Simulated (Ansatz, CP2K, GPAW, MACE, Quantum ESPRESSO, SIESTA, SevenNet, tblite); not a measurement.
# Twisted graphene bilayer, 46.83° (76 atoms) in other programs, against a plane-wave reference

Wanted: errors and costs of other methods on twisted graphene bilayer, 46.83° (76 atoms). A plane-wave run serves as the reference.

Method: Kohn-Sham DFT, PBE, PAW, plane waves, in Ansatz 0.2.0.

## Step 1: Starting point

The cell holds 76 atoms: 76 C. Its edges and angles: a = 10.723 Å, b = 10.723 Å, c = 15.530 Å, α = 90.0°, β = 90.0°, γ = 120.0°. It derives from C (graphene). Graphene (a = 2.46 Å) under graphene (a = 2.46 Å), bilayer, commensurate cell of 19 unit cells a layer, twist 46.83 deg; facing planes 3.53 Å apart as built; 12 Å of vacuum; minimised with a classical potential Then every atom was moved at random, 0.05 Å r.m.s. a Cartesian component. Regions: layer 1, 38 atoms (38 C); layer 2, 38 atoms (38 C). Vacuum lies along c.

## Step 2: Reference: Ansatz, plane waves

The PAW files are the set soft_2.

input.yaml reads:

```yaml
crystal:
  lattice:
    - [10.7229, 0.0, 0.0]
    - [-5.36145, 9.2863, 0.0]
    - [0.0, 0.0, 15.53]
  atoms:
    - { symbol: C, position: [0.17339, 0.76857, 0.3861] }
    - { symbol: C, position: [0.19758, 0.65484, 0.39017] }
    - { symbol: C, position: [0.27697, 0.0381, 0.39085] }
    - { symbol: C, position: [0.30194, 0.92077, 0.39356] }
    [... 66 atom lines left out ...]
    - { symbol: C, position: [0.06964, 0.56918, 0.61026] }
    - { symbol: C, position: [0.09195, 0.69862, 0.60793] }
    - { symbol: C, position: [0.91, 0.28963, 0.6095] }
    - { symbol: C, position: [0.93335, 0.43331, 0.61106] }
    - { symbol: C, position: [0.96007, 0.71749, 0.6087] }
    - { symbol: C, position: [0.98437, 0.85737, 0.60804] }
kpoints:
  mp_grid: { grid: [1, 1, 1] }
hamiltonian:
  xc: pbe
scf:
  occupations: { method: fermi_dirac, width: 0.05 }
output:
  forces: true
  eigenvalues: true
  populations: true
```

The run is started by

```console
$ ansatz run input.yaml --threads 8 --pin off --max-ram 15872MiB --backend cpu --events-out ev --progress --plain --runs-dir out
```

Log:

```text
[...]
Pseudopotentials: kind: paw
Pseudopotential: C, paw, valence charge 4, recommended cutoff 420 eV (normal), C.paw.azcp
[... 5 lines on functional and potentials left out ...]
Crystal: 76 atoms, lattice volume = 1546.416 Å³
Basis set: ecut = 420 eV, 30177 PW (Γ), exchange–correlation on 144×144×216 points (8 copies of the dense FFT grid, shifted against one another)
Bands: 228, of which v1, the nominal top of the filled ones, is band 152 counted from 1 (151 counted from 0)
Symmetry: 1 space group operations
Space group: P1 (ITA 1), of the structure as read, at distance tolerance 1.2e-4 Å
k-points: 1
[... 3 lines on functional and potentials left out ...]
Initial density: superposition of atomic densities (neutral atoms: chi_scale 0, normalization atom), corrected by the library's trained network
Initial wavefunctions: pseudopotential atomic-orbital guess
[...]
SCF iter   1: F=—  HF=-19062.367283 eV  |F-HF|=—  |Δ(HF+E_count)|=         —  Δρ=2.77e-3  dr2=1.18e-1  ethr=1.77e-3  ⟨swp⟩=13.0  Hψ=1659  notcnv=0  defer=38
preconditioner: auto → Resta (q_TF=auto, 2.080 Å⁻¹)  ε∞=2.3  [insulator: Δε(μ)=3.398 eV  Ē_g=14.701 eV  σ=0.050 eV  W_gap=1.00  n_scr=238 (ndim 8)  ℏωp=16.5 eV  f_vac=0.550  D(μ)=0.00/eV (n_scr^D=0)  ε∞_Penn≈2.3  vacuum switching on, ρ_ref=1.6e-2 e/Å³]
[...]
SCF iter   8: F=—  HF=-19062.393861 eV  |F-HF|=—  |Δ(HF+E_count)|=   5.87e-7  Δρ=2.75e-6  dr2=1.38e-7  ethr=2.85e-10  ⟨swp⟩=2.0  Hψ=275  notcnv=0  defer=56
SCF iter   9: F=-19062.393862 eV  HF=-19062.393862 eV  |F-HF|=3.64e-8  |Δ(HF+E_count)|=   7.66e-7  Δρ=1.15e-6  dr2=2.46e-8  ethr=3.29e-11  ⟨swp⟩=33.0  Hψ=1691  notcnv=0
SCF 1 converged in 9 iterations: F = -19062.393862 eV  dr2 = 2.46e-8
[...]
SCF converged after 9 iterations
Free energy (F): -19062.393862 eV
Harris-Foulkes:  -19062.393862 eV  (|F-HF|=3.64e-8)
Internal energy: -19062.393862 eV  (E = F + TS)
E sigma→0 (E₀):  -19062.393862 eV
Fermi energy:    0.622647 eV
--- Per-component energies (eV) ---
[...]
Σ components = -19062.393862   (vs F -19062.393862, Δ=0.00e0)
--- Forces (eV/Å), atoms counted from 1 ---
  atom   1  C     -1.26100611     3.68396223     1.34677294
  atom   2  C     -0.68955724    -3.32070012    -0.15454695
  atom   3  C      2.57082683    -0.50925260     0.17529119
  atom   4  C     -2.12356827    -4.21756770    -1.32027852
[...]
atom  76  C     -1.63274487     2.73278353     1.05271321
  max |Σ_I F_I| component: 2.79e-5 eV/Å
--- Band table (eV) ---
  k-point 0: bands = ["-19.0977", "-18.9702", "-18.1430", "-18.0300", [... 212 levels ...], "8.4278", "8.4492", "8.4893", "8.5172", "8.5634", "8.5716", "8.6508", "8.7001", "8.7552", "8.8223", "8.8940", "8.9793"]
--- Löwdin populations: 76 sites ---
  site symbol       q [e]
     0      C      3.9633
     1      C      3.9688
     2      C      3.9558
[...]
75      C      3.9643
  spilling = 0.010052 (of n_electrons = 304.000000)
```

Wall time 6.7 s (8 threads of Arm Neoverse V2, shared host); peak memory 1.4 GiB; 45 s of CPU time.

In the SCF lines HF is the Harris–Foulkes energy and dr2 the Hartree energy of the density residual, in eV; the loop may stop once dr2 is under the threshold and the program's other checks hold. Hψ counts applications of the Hamiltonian.

Numbers from this run:

| Quantity | Value |
| --- | --- |
| free energy | -19062.3939 eV |
| free energy per atom | -250.8210 eV/atom |
| SCF cycles | 9 |
| r.m.s. force component | 2.977 eV/Å |
| longest force | 12.8 eV/Å |
| Fermi energy | 0.6226 eV |
| spilling of the projection | 0.01005 |

Length of the force by element and coordination:

| element | coordination | atoms | mean length of the force (eV/Å) | spread | least | most |
| --- | --- | --- | --- | --- | --- | --- |
| C | all | 76 | 4.61 | 2.32 | 0.843 | 12.8 |

The mean of these charges, 0.040 e, is only the charge that the projection spills.

Löwdin charges by element and coordination (they lack the spilled electrons, 0.040 e an atom on average):

| element | coordination | atoms | mean charge (e) | spread | least | most |
| --- | --- | --- | --- | --- | --- | --- |
| C | all | 76 | 0.0402 | 0.0056 | 0.0292 | 0.0535 |

By region:

| region | atoms | mean length of the force (eV/Å) |
| --- | --- | --- |
| layer 1 | 38 | 4.51 |
| layer 2 | 38 | 4.70 |

The levels nearest the highest filled one (over half full), pooled over k-points and spins:

| level less the highest filled one (eV) | occupation |
| --- | --- |
| -0.385 | 2 |
| -0.288 | 2 |
| -0.236 | 2 |
| -0.228 | 2 |
| -0.139 | 2 |
| 0 | 2 |
| 3.40 | 0 |
| 3.43 | 0 |
| 3.58 | 0 |
| 3.61 | 0 |
| 3.69 | 0 |
| 3.78 | 0 |

## Step 3: The ladder

The programs:
- CP2K 2026.2: Gaussian basis with GTH pseudopotentials and a plane-wave density; labels give functional, basis (MOLOPT sets; SR short-range, UZH the newer set with its own potentials), grid cutoff/relative cutoff and solver (OT: orbital transformation; TRS4, TC2, SIGN: linear-scaling purification with its sparsity filter), or its built-in tight binding.
- GPAW 26.7.0: PAW with atomic orbitals (LCAO), plane waves or a real-space grid of spacing h.
- MACE: machine-learned potential, published weights.
- Quantum ESPRESSO 7.5: plane waves; labels (QE) give functional, pseudopotential set and cutoffs of waves/density.
- SIESTA 5.4.2: numerical atomic orbitals, whose automatically made sets are far from complete, with PseudoDojo norm-conserving potentials that we converted to its format (checked against plane waves on the same files for H, C, O, Si, Ge and Ca alone); labels give functional, basis size, energy shift and mesh cutoff.
- SevenNet: machine-learned potential, published weights.
- tblite 0.8.0: extended tight binding, driven from Python.

All use the same cell and atoms; the electronic-structure runs use the same k-mesh, and an electronic temperature of 580 K (0.05 eV) where levels are smeared.

Differences are against the plane-wave reference, forces as r.m.s. over components; share is that over the reference's r.m.s. force, slope the least-squares factor from reference forces to these. Total energies of different programs have different zeros and aren't compared.

| run | Δ force, r.m.s. (meV/Å) | share (%) | slope | cores | CPU time | memory (GiB) |
| --- | --- | --- | --- | --- | --- | --- |
| reference | - | - | - | 8 | 45 s | 1.4 |
| CP2K BLYP, DZVP-MOLOPT-SR, 450/50 Ry, diagonalisation | 55.8 | 1.88 | 0.995 | 2 | 4.6 min | 3.0 |
| CP2K GFN1-xTB, diagonalisation | 170 | 5.70 | 0.971 | 1 | 2.2 s | 0.2 |
| CP2K PBE+D3(BJ), DZVP-MOLOPT-SR, 450/50 Ry, diagonalisation | 76.3 | 2.56 | 1.021 | 2 | 4.8 min | 3.0 |
| CP2K PBE, DZVP-MOLOPT-SR, 157/50 Ry, diagonalisation (coarse) | 67.7 | 2.27 | 1.017 | 2 | 3.5 min | 0.81 |
| CP2K PBE, DZVP-MOLOPT-SR, 450/30 Ry, diagonalisation (coarse) | 53.4 | 1.79 | 1.016 | 2 | 4 min | 2.9 |
| CP2K PBE, DZVP-MOLOPT-SR, 450/50 Ry, diagonalisation | 53.3 | 1.79 | 1.016 | 2 | 4.8 min | 2.9 |
| CP2K PBE, DZVP-UZH, 450/50 Ry, diagonalisation | 52.9 | 1.78 | 1.017 | 4 | 6 min | 3.8 |
| CP2K PBE, SZV-MOLOPT-SR, 450/50 Ry, diagonalisation (coarse) | 796 | 26.7 | 1.264 | 1 | 2.9 min | 2.8 |
| CP2K PBE, TZV2P-UZH, 450/50 Ry, diagonalisation | 16.1 | 0.539 | 1.004 | 4 | 15 min | 4.5 |
| CP2K TPSS, PBE potentials, DZVP-MOLOPT-SR, 450/50 Ry, diagonalisation | 70.6 | 2.37 | 1.022 | 2 | 11 min | 3.1 |
| GPAW PBE, LCAO dzp, h 0.2 Å | 212 | 7.11 | 1.061 | 1 | 54 s | 0.84 |
| GPAW PBE, LCAO dzp, h 0.2 Å, other mixer settings | 212 | 7.11 | 1.061 | 1 | 76 s | 0.76 |
| GPAW PBE, LCAO sz(dzp), h 0.2 Å (coarse) | 912 | 30.6 | 1.258 | 1 | 21 s | 0.68 |
| GPAW PBE, LCAO szp(dzp), h 0.2 Å (coarse) | 388 | 13.0 | 1.073 | 1 | 44 s | 0.81 |
| GPAW PBE, plane waves 450 eV | 15.6 | 0.523 | 1.004 | 2 | 2.6 min | 1.3 |
| MACE MP-0b2 small potential | 249 | 8.38 | 0.958 | 1 | 5.6 s | 0.67 |
| QE PBE, dojo-0.4.1-standard, 80/320 Ry | 8.01 | 0.269 | 1.002 | 4 | 12 min | 2.1 |
| QE PBE, sssp-1.3.0-efficiency, 30/240 Ry (coarse) | 42.0 | 1.41 | 1.010 | 2 | 3.5 min | 1.7 |
| QE PBE, sssp-1.3.0-efficiency, 45/360 Ry | 7.01 | 0.236 | 1.002 | 4 | 6.5 min | 3.3 |
| SIESTA PBE, DZ, shift 0.01 Ry, mesh 300 Ry (coarse) | 466 | 15.7 | 1.148 | 1 | 41 s | 0.55 |
| SIESTA PBE, DZP, shift 0.01 Ry, mesh 300 Ry | 364 | 12.2 | 1.108 | 2 | 2.1 min | 1.1 |
| SIESTA PBE, SZ, shift 0.01 Ry, mesh 300 Ry (coarse) | 1140 | 38.3 | 1.330 | 1 | 26 s | 0.47 |
| SIESTA PBE, SZP, shift 0.01 Ry, mesh 300 Ry (coarse) | 727 | 24.4 | 1.198 | 1 | 84 s | 0.74 |
| SIESTA vdW-DF, PBE potentials, DZP, shift 0.01 Ry, mesh 300 Ry | 349 | 11.7 | 1.103 | 2 | 6.1 min | 1.6 |
| SevenNet 0 potential | 189 | 6.34 | 0.975 | 1 | 6.7 s | 0.97 |
| SevenNet l3i5 potential | 134 | 4.51 | 0.988 | 1 | 8.6 s | 1.6 |
| tblite GFN1-xTB | 170 | 5.71 | 0.971 | 1 | 1.1 s | 0.13 |
| tblite GFN2-xTB | 192 | 6.45 | 0.959 | 1 | 2.7 s | 0.13 |

Rows marked coarse use a setting chosen to be so.

Times of the machine-learned potentials are mostly Python's start and the loading of weights.

CPU time is summed over cores on a shared host, where runs went side by side, so it is rough. Symmetry, cutoffs, thresholds, outputs and thread counts weren't matched or tuned between programs; memory under MPI is the largest rank's times the ranks.

Runs without a result: CP2K SCC-DFTB, diagonalisation (not converged, the SCF not settling).

Within one program, basis, potentials and functional, energies share a zero. Each run against its twin at the usual cutoff or grid and solver:

| run | twin | Δ energy (meV/atom) | Δ force, r.m.s. (meV/Å) | CPU time over the twin's |
| --- | --- | --- | --- | --- |
| CP2K PBE, DZVP-MOLOPT-SR, 157/50 Ry, diagonalisation | DZVP-MOLOPT-SR, 450/50 Ry, diagonalisation | -0.545 | 36.4 | 0.71 |
| CP2K PBE, DZVP-MOLOPT-SR, 450/30 Ry, diagonalisation | DZVP-MOLOPT-SR, 450/50 Ry, diagonalisation | -0.156 | 0.621 | 0.83 |
| GPAW PBE, LCAO dzp, h 0.2 Å, other mixer settings | LCAO dzp, h 0.2 Å | 0 | 1.18 | 1.4 |
| QE PBE, sssp-1.3.0-efficiency, 30/240 Ry | sssp-1.3.0-efficiency, 45/360 Ry | 104 | 37.0 | 0.54 (this twin ran on 4 cores) |

## Step 4: Summary of results

```json
{
 "reference r.m.s. force component": "2.98 eV/Å",
 "nearest in forces": "QE PBE, sssp-1.3.0-efficiency, 45/360 Ry, 0.24 %",
 "farthest in forces": "SIESTA PBE, SZ, shift 0.01 Ry, mesh 300 Ry (coarse), 38 %",
 "cheapest electronic-structure run beside the reference": "tblite GFN1-xTB, 1.1 s of CPU time"
}
```

**Reading.** PBE on plane waves or a grid with other potentials, cutoffs or grids, coarse settings apart, differs from the reference by 0.24 % (QE PBE, sssp-1.3.0-efficiency, 45/360 Ry) to 0.52 % (GPAW PBE, plane waves 450 eV) of the r.m.s. force; this holds the reference's own error, so differences of a few per cent don't tell which side is nearer the exact PBE result (QE's 80 Ry are 1088 eV, against the reference's 420 eV). The PBE runs in local orbitals, coarse settings apart, differ by 0.54 % (CP2K PBE, TZV2P-UZH, 450/50 Ry, diagonalisation) to 12 % (SIESTA PBE, DZP, shift 0.01 Ry, mesh 300 Ry); basis, grid and potentials can all enter. Tight binding differs by 5.7 % (CP2K GFN1-xTB, diagonalisation) to 6.5 % (tblite GFN2-xTB); it is another model, with fitted parameters of its own, and the xTB methods hold dispersion. Machine-learned potentials differ by 4.5 % (SevenNet l3i5 potential) to 8.4 % (MACE MP-0b2 small potential); they were trained on other programs' data. Rows with another functional or a dispersion term differ by 1.9 % (CP2K BLYP, DZVP-MOLOPT-SR, 450/50 Ry, diagonalisation) to 12 % (SIESTA vdW-DF, PBE potentials, DZP, shift 0.01 Ry, mesh 300 Ry), which mixes the change of model with differences of basis and potentials, some of them made for another functional. Runs with settings chosen to be coarse differ by 1.4 % (QE PBE, sssp-1.3.0-efficiency, 30/240 Ry) to 38 % (SIESTA PBE, SZ, shift 0.01 Ry, mesh 300 Ry), their programs' other errors included. Of the electronic-structure runs that take under half the reference's CPU time, CP2K GFN1-xTB, diagonalisation is among the nearest, at 5.7 % in 2.2 s against 45 s. SIESTA PBE, SZ, shift 0.01 Ry, mesh 300 Ry stiffens the forces by a factor of 1.33 while following their directions (correlation 0.989); the slopes of the 5 SIESTA runs lie between 1.10 and 1.33. In the reference: no gap is quoted, since the k-points of the run needn't hold the point where the bands of a honeycomb sheet meet. In the reference: Löwdin charges run from +0.03 to +0.05 e, about a mean that is the spilled charge alone. Periodic xTB results under one method name differ between programs and library versions. Machine-learned potentials mimic data converged in k, so the reference's own k-point error enters their differences. The reference's PBE has no dispersion term, which matters for the binding between molecules or layers. One k-point is far too coarse for the carbon or group-IV sheet, and it can put spurious forces of up to about 1 eV/Å on the sheet's atoms. The electronic-structure runs sample only Γ, in a cell whose shortest periodic width is 9 Å.

[Long decimals in the printed logs are rounded to 6 places.]

[Also dropped from logs without a mark: lines with file paths, logging warnings of Python, QE's lines on negative density and diagonalisation, SIESTA's first energy breakdown, zero terms and Voronoi charges.]

[Logs are printed without paths, hosts, clocks, repeated set-up lines and the standing remarks that a program may print on its own settings, such as how far it seeks lower states.]

[Hosts, paths, dates, database ids (printed as entryN), source tags and the programs' standing remarks are cut or masked in the printed files.]

[Not all failed runs are listed: runs killed by the host, ended in a Python traceback or in CONQUEST's support-function errors, and SIESTA runs with faulty potentials for Cu, Fe, Ni or Zn are left out.]
